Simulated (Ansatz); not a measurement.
# GaAs wire along [100], 14 atoms a period, H-terminated: bands under strain, part 2 of 3

What gap, if any, does the GaAs wire along [100], 14 atoms a period, H-terminated have, and how does it change under strain?

Ansatz 0.2.0; DFT PBE, plane waves, PAW; relaxation of a wire's period (the session's first sound run).

So far. Step 2 (Relaxing the period): The cell's length comes to 5.852 Å with spin left out.

## Step 3: The perfect wire

This step: DFT PBE, plane waves, PAW; bands of a perfect wire (Ansatz 0.2.0).

At the relaxed period the bands are computed along the axis; those that cross an energy going forward count the channels that a perfect wire would open there.

Input file input.yaml:

```yaml
crystal:
  lattice:
    - [15.795, 0.0, 0.0]
    - [0.0, 15.795, 0.0]
    - [0.0, 0.0, 5.8524791006]
  atoms:
    - { symbol: Ga, position: [0.262888839, 0.65211881, 0.936699116] }
    - { symbol: Ga, position: [0.450296267, 0.457110694, 0.003312793] }
    - { symbol: Ga, position: [0.637742941, 0.642216342, 0.037378577] }
    - { symbol: H, position: [0.31815149, 0.317047772, 0.111337129] }
    - { symbol: H, position: [0.415791883, 0.784823222, 0.165578841] }
    - { symbol: H, position: [0.190658298, 0.61013498, 0.077409806] }
    - { symbol: H, position: [0.695587381, 0.706213756, 0.16893284] }
    - { symbol: As, position: [0.371455977, 0.368883824, 0.277208885] }
    - { symbol: As, position: [0.357603005, 0.715098887, 0.252384807] }
    - { symbol: As, position: [0.545572908, 0.5456273, 0.253057264] }
    - { symbol: H, position: [0.205534338, 0.500266651, 0.376624792] }
    - { symbol: H, position: [0.53266755, 0.226514041, 0.319826469] }
    - { symbol: H, position: [0.702439143, 0.400551312, 0.351865026] }
    - { symbol: H, position: [0.307792827, 0.76979183, 0.418203232] }
    - { symbol: Ga, position: [0.26466633, 0.443585709, 0.52553943] }
    - { symbol: Ga, position: [0.461477181, 0.261956883, 0.479300499] }
    - { symbol: Ga, position: [0.447170564, 0.624557752, 0.5020974] }
    - { symbol: Ga, position: [0.634112599, 0.450078283, 0.492321622] }
    - { symbol: H, position: [0.605803486, 0.764083817, 0.586074452] }
    - { symbol: H, position: [0.783875263, 0.595896767, 0.652013695] }
    - { symbol: H, position: [0.2338078, 0.376216701, 0.70311855] }
    - { symbol: H, position: [0.403213319, 0.206815752, 0.635346526] }
    - { symbol: As, position: [0.35709847, 0.543858035, 0.757727702] }
    - { symbol: As, position: [0.535998703, 0.369265953, 0.734513442] }
    - { symbol: As, position: [0.546802514, 0.714200596, 0.74110605] }
    - { symbol: As, position: [0.713590842, 0.545920216, 0.767702893] }
    - { symbol: H, position: [0.251536569, 0.728431906, 0.768351495] }
    - { symbol: H, position: [0.503203253, 0.790092305, 0.848818676] }
    - { symbol: H, position: [0.596832916, 0.321275238, 0.889715861] }
    - { symbol: H, position: [0.770410929, 0.491344515, 0.916432131] }
kpoints:
  mp_grid: { grid: [1, 1, 14] }
  band_path: { path: ["Γ", Z], npoints: 90 }
scf:
  occupations: { method: fermi_dirac, width: 0.05 }
hamiltonian:
  xc: pbe
output:
  dos: { e_range: [-5, 4] }
  write_potential: true
  write_density: true
  volumetric_format: npy
```

The run is started by

```sh
$ ansatz run input.yaml --threads 4 --pin off --max-ram 16384MiB --backend cpu --events-out ev --progress --plain --runs-dir out
```

Numbers of over 12 decimals in the logs are rounded to 6 here.

Output:

```text
[...]
Crystal: 30 atoms, lattice volume = 1460.088 Å³
Basis set: ecut = 420 eV, 28595 PW (Γ)
Bands: 136, of which v1, the nominal top of the filled ones, is band 106 counted from 1 (105 counted from 0)
Symmetry: 1 space group operations
[...]
k-points: 8 of 14 (time reversal used)
[...]
SCF iter   1: F=—  HF=-60727.595400 eV  |F-HF|=—  |Δ(HF+E_count)|=         —  Δρ=2.00e-3  dr2=3.75e-1  ethr=1.77e-3  ⟨swp⟩=6.4  Hψ=4416  notcnv=0  defer=61
[...]
SCF iter   9: F=-60727.500629 eV  HF=-60727.500629 eV  |F-HF|=5.62e-9  |Δ(HF+E_count)|=   2.23e-7  Δρ=9.41e-7  dr2=1.59e-8  ethr=4.72e-11  ⟨swp⟩=13.9  Hψ=5213  notcnv=0
SCF 1 converged in 9 iterations: F = -60727.500629 eV  dr2 = 1.59e-8
[...]
NSCF: frozen V_eff on 91 k-points
WARN: The output density's exchange-correlation potential varies sharply where the density is thin. Do not read a vacuum level from v_tot or v_xc, or from such a field of the output density. On a cell that repeats whose density bears no net charge and no dipole along the vacuum's axis use v_es (v_loc + v_h of the components); under efield.dipole_correction with no amplitude use v_es + v_field, which holds any externa [...]
SCF converged after 9 iterations
Free energy (F): -60727.500629 eV
[...]
Internal energy: -60727.500629 eV  (E = F + TS)
E sigma→0 (E₀):  -60727.500629 eV
Fermi energy:    -1.213217 eV
[...]
--- Band table (eV; the first three rows and the last of 8) ---
  k-point 0: bands = [... 102 lower, -3.1530, -2.8991, -2.8198, -2.7311, 0.4195, 0.5023, 0.7540, 0.8117, ... 26 higher]
  k-point 1: bands = [... 102 lower, -3.1610, -2.9072, -2.8223, -2.7396, 0.4228, 0.5142, 0.7398, 0.8289, ... 26 higher]
  k-point 2: bands = [... 102 lower, -3.1816, -2.9308, -2.8319, -2.7623, 0.4131, 0.5446, 0.7093, 0.8477, ... 26 higher]
  k-point 7: bands = [... 102 lower, -3.2149, -3.1066, -3.0409, -2.9443, 0.3132, 0.4181, 0.5455, 0.7703, ... 26 higher]
```

It took 9.9 min on 4 threads of Arm Neoverse V1, shared host; peak memory 9.7 GiB; 39 min of CPU time.

In the SCF lines HF is the Harris–Foulkes energy and dr2 the Hartree energy of the density residual, in eV; the loop may stop once dr2 is under the threshold and the program's other checks hold. Hψ counts applications of the Hamiltonian.

This step gave:

- band gap: 3.044 eV

Electronic bands along the path, in eV, zero at the Fermi level; v1 is the highest filled band, c1 the lowest empty one:

```csv
point,v4,v3,v2,v1,c1,c2,c3,c4
Γ,-1.94,-1.69,-1.61,-1.52,1.63,1.72,1.97,2.02
halfway,-2.00,-1.77,-1.66,-1.60,1.58,1.71,1.85,2.13
Z,-2.00,-1.89,-1.83,-1.73,1.53,1.63,1.76,1.98
```

The gap is 3.04 eV, with spin left out.

On this path the gap is indirect, 3.04 eV, with the valence top at Γ and the conduction bottom at Z. The least direct gap is 3.15 eV.

## Step 4: At a strained period, period over the relaxed period 0.96, k-mesh 1×1×11

This step: DFT PBE, plane waves, PAW; relaxation at a fixed period (Ansatz 0.2.0).

The period is set to 0.96 times the relaxed one and the atoms relax within it: strain changes bond lengths and angles, which shifts the bands against each other. Against the first PBE run of this kind, the mesh along the wire has 11 points against 14.

The cell differs from the one that the last finished run ended in (c 5.852 → 5.618 Å).

input.yaml: that of step 3 with these lines changed.

```diff
@@ -4,3 +4,3 @@
     - [0.0, 15.795, 0.0]
-    - [0.0, 0.0, 5.8524791006]
+    - [0.0, 0.0, 5.6183799366]
   atoms:
@@ -37,3 +37,3 @@
 kpoints:
-  mp_grid: { grid: [1, 1, 14] }
+  mp_grid: { grid: [1, 1, 11] }
   band_path: { path: ["Γ", Z], npoints: 90 }
@@ -43,6 +43,6 @@
   xc: pbe
+relax:
+  max_steps: 40
+  f_tol: 0.02
 output:
-  dos: { e_range: [-5, 4] }
-  write_potential: true
-  write_density: true
-  volumetric_format: npy
+  stress: true
```

Output:

```text
Warning: output.stress: scf.convergence.dr2_threshold = 1e-7 eV (the SCF's general default) is looser than the 3e-9 eV advised for a printed stress (1e-10 eV for each atom of the cell: 30). What an SCF threshold leaves in a stress goes as its square root, and in the free energy as the threshold itself, and one threshold admits the most on a small cell: [figures from the program's tests cut] Every solve of this run an [...]
[...]
Crystal: 30 atoms, lattice volume = 1401.685 Å³
Basis set: ecut = 420 eV, 27403 PW (Γ), exchange–correlation on 216×216×80 points (8 copies of the dense FFT grid, shifted against one another)
Bands: 136, of which v1, the nominal top of the filled ones, is band 106 counted from 1 (105 counted from 0)
Symmetry: 1 space group operations
[...]
k-points: 6 of 11 (time reversal used)
[...]
SCF iter   1: F=—  HF=-60727.396904 eV  |F-HF|=—  |Δ(HF+E_count)|=         —  Δρ=2.04e-3  dr2=3.98e-1  ethr=1.77e-3  ⟨swp⟩=6.7  Hψ=3360  notcnv=0  defer=37
[...]
SCF iter   6: F=-60727.295611 eV  HF=-60727.295608 eV  |F-HF|=3.60e-6  |Δ(HF+E_count)|=   1.64e-5  Δρ=2.00e-5  dr2=6.27e-6  ethr=4.72e-9  ⟨swp⟩=4.5  Hψ=2661  notcnv=0
SCF 1 converged in 6 iterations: F = -60727.295611 eV  dr2 = 6.27e-6
[...]
relax step   1: F+E_penalty+E_count = -60727.29561130 eV  Δ(F+E_penalty+E_count) = +0.000e0 eV  max|allowed force component| = 3.402e-1 eV/Å  Δτ_max = 0.0000 Å  (6 SCF iters, dr2 threshold 1.00e-5 eV, accepted)
[...]
SCF iter   6: F=-60727.426315 eV  HF=-60727.426315 eV  |F-HF|=1.43e-7  |Δ(HF+E_count)|=   4.49e-6  Δρ=1.43e-5  dr2=2.97e-6  ethr=3.41e-9  ⟨swp⟩=4.0  Hψ=2658  notcnv=0
SCF 2 converged in 6 iterations: F = -60727.426315 eV  dr2 = 2.97e-6
relax step   2: F+E_penalty+E_count = -60727.42631513 eV  Δ(F+E_penalty+E_count) = -1.307e-1 eV  max|allowed force component| = 1.590e-1 eV/Å  Δτ_max = 0.1021 Å  (6 SCF iters, dr2 threshold 7.23e-6 eV, accepted)
SCF iter   1: F=—  HF=-60727.455037 eV  |F-HF|=—  |Δ(HF+E_count)|=         —  Δρ=2.56e-3  dr2=5.76e-2  ethr=2.73e-4  ⟨swp⟩=3.0  Hψ=1370  notcnv=0  defer=137
[...]
SCF iter   6: F=-60727.444043 eV  HF=-60727.444044 eV  |F-HF|=8.68e-7  |Δ(HF+E_count)|=   1.48e-6  Δρ=8.75e-6  dr2=9.77e-7  ethr=7.45e-10  ⟨swp⟩=4.0  Hψ=2658  notcnv=0
SCF 3 converged in 6 iterations: F = -60727.444043 eV  dr2 = 9.77e-7
relax step   3: F+E_penalty+E_count = -60727.44404305 eV  Δ(F+E_penalty+E_count) = -1.773e-2 eV  max|allowed force component| = 3.869e-2 eV/Å  Δτ_max = 0.0689 Å  (6 SCF iters, dr2 threshold 1.58e-6 eV, accepted)
[...]
relax step   4: F+E_penalty+E_count = -60727.44669082 eV  Δ(F+E_penalty+E_count) = -2.648e-3 eV  max|allowed force component| = 1.531e-2 eV/Å  Δτ_max = 0.0206 Å  (6 SCF iters, accepted)
[...]
relax step   5: F+E_penalty+E_count = -60727.44754613 eV  Δ(F+E_penalty+E_count) = -8.553e-4 eV  max|allowed force component| = 1.059e-2 eV/Å  Δτ_max = 0.0181 Å  (6 SCF iters, accepted)
[...]
relax step   6: F+E_penalty+E_count = -60727.44816408 eV  Δ(F+E_penalty+E_count) = -6.180e-4 eV  max|allowed force component| = 1.304e-2 eV/Å  Δτ_max = 0.0222 Å  (6 SCF iters, accepted)
SCF iter   1: F=—  HF=-60727.449133 eV  |F-HF|=—  |Δ(HF+E_count)|=         —  Δρ=7.19e-4  dr2=4.05e-3  ethr=2.00e-5  ⟨swp⟩=3.0  Hψ=1436  notcnv=0  defer=135
[...]
SCF iter   6: F=-60727.448622 eV  HF=-60727.448622 eV  |F-HF|=1.33e-8  |Δ(HF+E_count)|=   1.21e-7  Δρ=1.67e-6  dr2=5.47e-8  ethr=4.72e-11  ⟨swp⟩=4.0  Hψ=2687  notcnv=0
SCF 7 converged in 6 iterations: F = -60727.448622 eV  dr2 = 5.47e-8
relax step   7: F+E_penalty+E_count = -60727.44862205 eV  Δ(F+E_penalty+E_count) = -4.580e-4 eV  max|allowed force component| = 8.234e-3 eV/Å  Δτ_max = 0.0253 Å  (6 SCF iters, accepted)
[...]
the band table was solved once a step of the walk had ended and its energy, with any forces and stress, was formed, with the checks that follow a solve (4276 applications of the Hamiltonian). They found nothing against the state; the energy, forces and stress were not computed again (output.eigenvalues in the input reference)
[...]
SCF converged after 6 iterations
Free energy (F): -60727.448622 eV
[...]
Internal energy: -60727.448622 eV  (E = F + TS)
E sigma→0 (E₀):  -60727.448622 eV
Fermi energy:    -1.056560 eV
[...]
--- Forces (eV/Å), atoms counted from 1 ---
  atom   1  Ga    -0.00225952    -0.00145749    -0.00086030
  atom   2  Ga     0.00164908     0.00071179    -0.00458886
  atom   3  Ga    -0.00237546    -0.00538878     0.00445133
  atom   4  H      0.00059704    -0.00284893    -0.00195041
  atom   5  H     -0.00266848    -0.00320967    -0.00160773
  atom   6  H     -0.00020582     0.00251986    -0.00072936
  atom   7  H      0.00035445     0.00174036     0.00164402
  atom   8  As    -0.00036191     0.00762046    -0.00367041
  atom   9  As     0.00060914    -0.00168080     0.00023210
  atom  10  As    -0.00158522    -0.00275320     0.00036510
  atom  11  H     -0.00474920     0.00174701    -0.00124927
  atom  12  H      0.00441449    -0.00089077    -0.00392707
  atom  13  H     -0.00000119    -0.00081804    -0.00132955
  atom  14  H      0.00196730     0.00284508     0.00000853
  atom  15  Ga     0.00299340     0.00064053     0.00393954
  atom  16  Ga    -0.00121082     0.00473470     0.00502697
  atom  17  Ga    -0.00470351    -0.00063753     0.00823399
  atom  18  Ga    -0.00149985     0.00170512    -0.00603025
  atom  19  H      0.00120467    -0.00066983    -0.00002448
  atom  20  H      0.00304876     0.00171183    -0.00047357
  atom  21  H      0.00103702    -0.00517625     0.00160769
  atom  22  H     -0.00282760    -0.00426518     0.00033945
  atom  23  As     0.00716445    -0.00270014     0.00110215
  atom  24  As    -0.00464035     0.00234592     0.00603571
  atom  25  As    -0.00178344     0.00113501     0.00078070
  atom  26  As    -0.00342278     0.00287551    -0.00192180
  atom  27  H      0.00232889     0.00172020    -0.00093250
  atom  28  H      0.00168494     0.00270177    -0.00577419
  atom  29  H      0.00080676    -0.00256081    -0.00044839
  atom  30  H      0.00440990    -0.00174861     0.00174841
  max |Σ_I F_I| component: 5.09e-5 eV/Å
--- Stress (GPa, compression-positive) ---
       -0.007481       0.001697      -0.000268
        0.001697      -0.007660      -0.000570
       -0.000268      -0.000570       0.267391
  P = ⅓ Tr σ = 0.0841 GPa (0.841 kbar)
--- Band table (eV; the first three rows and the last of 6) ---
  k-point 0: bands = [... 102 lower, -3.0147, -2.7419, -2.6545, -2.5889, 0.5428, 0.6669, 0.8849, 0.9768, ... 26 higher]
  k-point 1: bands = [... 102 lower, -3.0302, -2.7634, -2.6668, -2.5917, 0.5599, 0.6794, 0.8631, 1.0018, ... 26 higher]
  k-point 2: bands = [... 102 lower, -3.0688, -2.8142, -2.7008, -2.6038, 0.5450, 0.7189, 0.8307, 1.0036, ... 26 higher]
  k-point 5: bands = [... 102 lower, -3.1310, -2.9174, -2.8295, -2.7542, 0.4678, 0.5867, 0.7605, 0.9662, ... 26 higher]
--- Relaxed structure (7 steps of the walk, 7 accepted, 0 SCFs on fresh bases) ---
  F+E_penalty+E_count = -60727.44862205 eV   max|allowed force component| = 8.234e-3 eV/Å
  atoms:
    - { symbol: Ga, position: [0.257695, 0.652890, 0.939451] }
    - { symbol: Ga, position: [0.448840, 0.457209, 0.00440753] }
    - { symbol: Ga, position: [0.640644, 0.643347, 0.039502] }
    - { symbol: H, position: [0.319505, 0.315448, 0.097970] }
    - { symbol: H, position: [0.415104, 0.787632, 0.147408] }
    - { symbol: H, position: [0.188171, 0.612001, 0.097924] }
    - { symbol: H, position: [0.698114, 0.705016, 0.185786] }
    - { symbol: As, position: [0.370440, 0.365279, 0.280704] }
    - { symbol: As, position: [0.356705, 0.720048, 0.248715] }
    - { symbol: As, position: [0.545527, 0.546885, 0.253892] }
    - { symbol: H, position: [0.201828, 0.493819, 0.362464] }
    - { symbol: H, position: [0.531555, 0.222897, 0.306999] }
    - { symbol: H, position: [0.701969, 0.400991, 0.332370] }
    - { symbol: H, position: [0.311056, 0.776989, 0.424577] }
    - { symbol: Ga, position: [0.261453, 0.441058, 0.526421] }
    - { symbol: Ga, position: [0.462610, 0.257910, 0.480897] }
    - { symbol: Ga, position: [0.445784, 0.627299, 0.503624] }
    - { symbol: Ga, position: [0.635415, 0.448779, 0.489481] }
    - { symbol: H, position: [0.606554, 0.763838, 0.566774] }
    - { symbol: H, position: [0.785986, 0.593863, 0.638036] }
    - { symbol: H, position: [0.230714, 0.377791, 0.722684] }
    - { symbol: H, position: [0.407277, 0.202480, 0.650444] }
    - { symbol: As, position: [0.353463, 0.544729, 0.758442] }
    - { symbol: As, position: [0.537243, 0.367563, 0.737173] }
    - { symbol: As, position: [0.549138, 0.717091, 0.739668] }
    - { symbol: As, position: [0.716914, 0.545158, 0.767490] }
    - { symbol: H, position: [0.242669, 0.725537, 0.754699] }
    - { symbol: H, position: [0.510493, 0.794930, 0.855809] }
    - { symbol: H, position: [0.596271, 0.322657, 0.910536] }
    - { symbol: H, position: [0.774645, 0.492846, 0.925653] }
```

Wall time 11 min (4 threads); peak memory 9.5 GiB.

Step by step:

```csv
step,energy less that of the first step (eV),largest force component (eV/Å)
1,0.0000,0.3402
2,-0.1307,0.1590
3,-0.1484,0.0387
4,-0.1511,0.0153
5,-0.1519,0.0106
6,-0.1526,0.0130
7,-0.1530,0.0082
```

The atoms that moved most (Å):

```csv
atom,dx,dy,dz,length
H27,-0.140,-0.046,-0.077,0.166
H28,0.115,0.076,0.039,0.144
H11,-0.059,-0.102,-0.080,0.142
H14,0.052,0.114,0.036,0.130
H22,0.064,-0.068,0.085,0.127
H6,-0.039,0.029,0.115,0.125
H21,-0.049,0.025,0.110,0.123
H29,-0.009,0.022,0.117,0.119
```

Final coordinates:

```xyz
30
Lattice="15.7950 0.0000 0.0000 0.0000 15.7950 0.0000 0.0000 0.0000 5.6184" Properties=species:S:1:pos:R:3
Ga    4.0703   10.3124    5.2782
Ga    7.0894    7.2216    0.0248
Ga   10.1190   10.1617    0.2219
H     5.0466    4.9825    0.5504
H     6.5566   12.4406    0.8282
H     2.9722    9.6666    0.5502
H    11.0267   11.1357    1.0438
As    5.8511    5.7696    1.5771
As    5.6342   11.3732    1.3974
As    8.6166    8.6381    1.4265
H     3.1879    7.7999    2.0365
H     8.3959    3.5207    1.7248
H    11.0876    6.3336    1.8674
H     4.9131   12.2725    2.3854
Ga    4.1296    6.9665    2.9576
Ga    7.3069    4.0737    2.7019
Ga    7.0412    9.9082    2.8296
Ga   10.0364    7.0885    2.7501
H     9.5805   12.0648    3.1844
H    12.4147    9.3801    3.5847
H     3.6441    5.9672    4.0603
H     6.4329    3.1982    3.6544
As    5.5830    8.6040    4.2612
As    8.4858    5.8057    4.1417
As    8.6736   11.3264    4.1557
As   11.3237    8.6108    4.3120
H     3.8330   11.4599    4.2402
H     8.0632   12.5559    4.8083
H     9.4181    5.0964    5.1157
H    12.2355    7.7845    5.2007
```

This step gave:

```yaml
band_gap: 3.052 eV
```

Electronic bands along the path, in eV, zero at the Fermi level; v1 is the highest filled band, c1 the lowest empty one:

```csv
point,v4,v3,v2,v1,c1,c2,c3,c4
Γ,-1.96,-1.69,-1.60,-1.53,1.60,1.72,1.94,2.03
halfway,-2.05,-1.80,-1.68,-1.57,1.57,1.74,1.86,2.08
Z,-2.07,-1.87,-1.78,-1.70,1.52,1.65,1.82,2.01
```

The gap is 3.05 eV, against 3.04 eV under PBE at the relaxed period.

## Step 5: At a strained period, period over the relaxed period 0.98, k-mesh 1×1×11

The period is set to 0.98 times the relaxed one and the atoms relax within it: strain changes bond lengths and angles, which shifts the bands against each other. Against the first PBE run of this kind, the mesh along the wire has 11 points against 14.

The cell differs from the one that the last finished run ended in (c 5.618 → 5.735 Å).

input.yaml: that of step 4 with these lines changed.

```diff
@@ -4,3 +4,3 @@
     - [0.0, 15.795, 0.0]
-    - [0.0, 0.0, 5.6183799366]
+    - [0.0, 0.0, 5.7354295186]
   atoms:
```

Output:

```text
[...]
Crystal: 30 atoms, lattice volume = 1430.887 Å³
Basis set: ecut = 420 eV, 28011 PW (Γ), exchange–correlation on 216×216×80 points (8 copies of the dense FFT grid, shifted against one another)
Bands: 136, of which v1, the nominal top of the filled ones, is band 106 counted from 1 (105 counted from 0)
Symmetry: 1 space group operations
[...]
- { symbol: As, position: [0.355706, 0.543988, 0.758284] }
    - { symbol: As, position: [0.536853, 0.368257, 0.735181] }
    - { symbol: As, position: [0.547932, 0.715554, 0.741419] }
    - { symbol: As, position: [0.715090, 0.54574575495, 0.768468] }
    - { symbol: H, position: [0.249431, 0.727900, 0.760053] }
    - { symbol: H, position: [0.505543, 0.791762, 0.853340] }
    - { symbol: H, position: [0.596637, 0.321358, 0.898947] }
    - { symbol: H, position: [0.772014, 0.491966, 0.922106] }
[key lines of the parts left out:]
SCF converged after 5 iterations
Free energy (F): -60727.485975 eV
Fermi energy:    -1.136490 eV
P = ⅓ Tr σ = 0.0434 GPa (0.434 kbar)
```

Run time: 10 min. Hardware: 4 threads; peak memory 9.7 GiB.

The steps of the relaxation:

```csv
step,energy less that of the first step (eV),largest force component (eV/Å)
1,0.0000,0.1660
2,-0.0307,0.0791
3,-0.0360,0.0262
4,-0.0366,0.0078
```

The atoms that moved most (Å):

```csv
atom,dx,dy,dz,length
H7,0.016,-0.008,0.061,0.064
H22,0.031,-0.035,0.038,0.060
H27,-0.033,-0.008,-0.048,0.059
H11,-0.028,-0.035,-0.037,0.058
H21,-0.029,0.011,0.045,0.055
H13,0.008,0.005,-0.054,0.054
H29,-0.003,0.001,0.053,0.053
H28,0.037,0.026,0.026,0.052
```

The relaxed structure:

```cif
data_structure
_symmetry_space_group_name_H-M 'P 1'
_symmetry_Int_Tables_number 1
_cell_length_a 15.7950
_cell_length_b 15.7950
_cell_length_c 5.7354
_cell_angle_alpha 90.000
_cell_angle_beta 90.000
_cell_angle_gamma 90.000
_cell_volume 1430.89
loop_
_atom_site_label
_atom_site_type_symbol
_atom_site_fract_x
_atom_site_fract_y
_atom_site_fract_z
_atom_site_occupancy
Ga1 Ga 0.26082 0.65286 0.93581 1
Ga2 Ga 0.44999 0.45686 0.00355 1
Ga3 Ga 0.63915 0.64296 0.03976 1
H4 H 0.31896 0.31627 0.10405 1
H5 H 0.41445 0.78641 0.15892 1
H6 H 0.18855 0.61199 0.08149 1
H7 H 0.69662 0.70570 0.17960 1
As8 As 0.37082 0.36735 0.27839 1
As9 As 0.35696 0.71680 0.25131 1
As10 As 0.54578 0.54586 0.25349 1
H11 H 0.20374 0.49806 0.37024 1
H12 H 0.53192 0.22497 0.31220 1
H13 H 0.70296 0.40085 0.34252 1
H14 H 0.30853 0.77157 0.42330 1
Ga15 Ga 0.26304 0.44274 0.52562 1
Ga16 Ga 0.46183 0.26011 0.47918 1
Ga17 Ga 0.44691 0.62557 0.50308 1
Ga18 Ga 0.63524 0.44929 0.49088 1
H19 H 0.60603 0.76485 0.57929 1
H20 H 0.78514 0.59483 0.64663 1
H21 H 0.23196 0.37693 0.71096 1
H22 H 0.40520 0.20460 0.64190 1
As23 As 0.35571 0.54399 0.75828 1
As24 As 0.53685 0.36826 0.73518 1
As25 As 0.54793 0.71555 0.74142 1
As26 As 0.71509 0.54575 0.76847 1
H27 H 0.24943 0.72790 0.76005 1
H28 H 0.50554 0.79176 0.85334 1
H29 H 0.59664 0.32136 0.89895 1
H30 H 0.77201 0.49197 0.92211 1
```

The gap is 3.06 eV, against 3.04 eV under PBE at the relaxed period.

(Part 2 of 3 ends here.)

[Logs are printed without paths, hosts, clocks, repeated set-up lines and the standing remarks that a program may print on its own settings, such as how far it seeks lower states.]

[Hosts, paths, dates, database ids (printed as entryN), source tags and the programs' standing remarks are cut or masked in the printed files.]
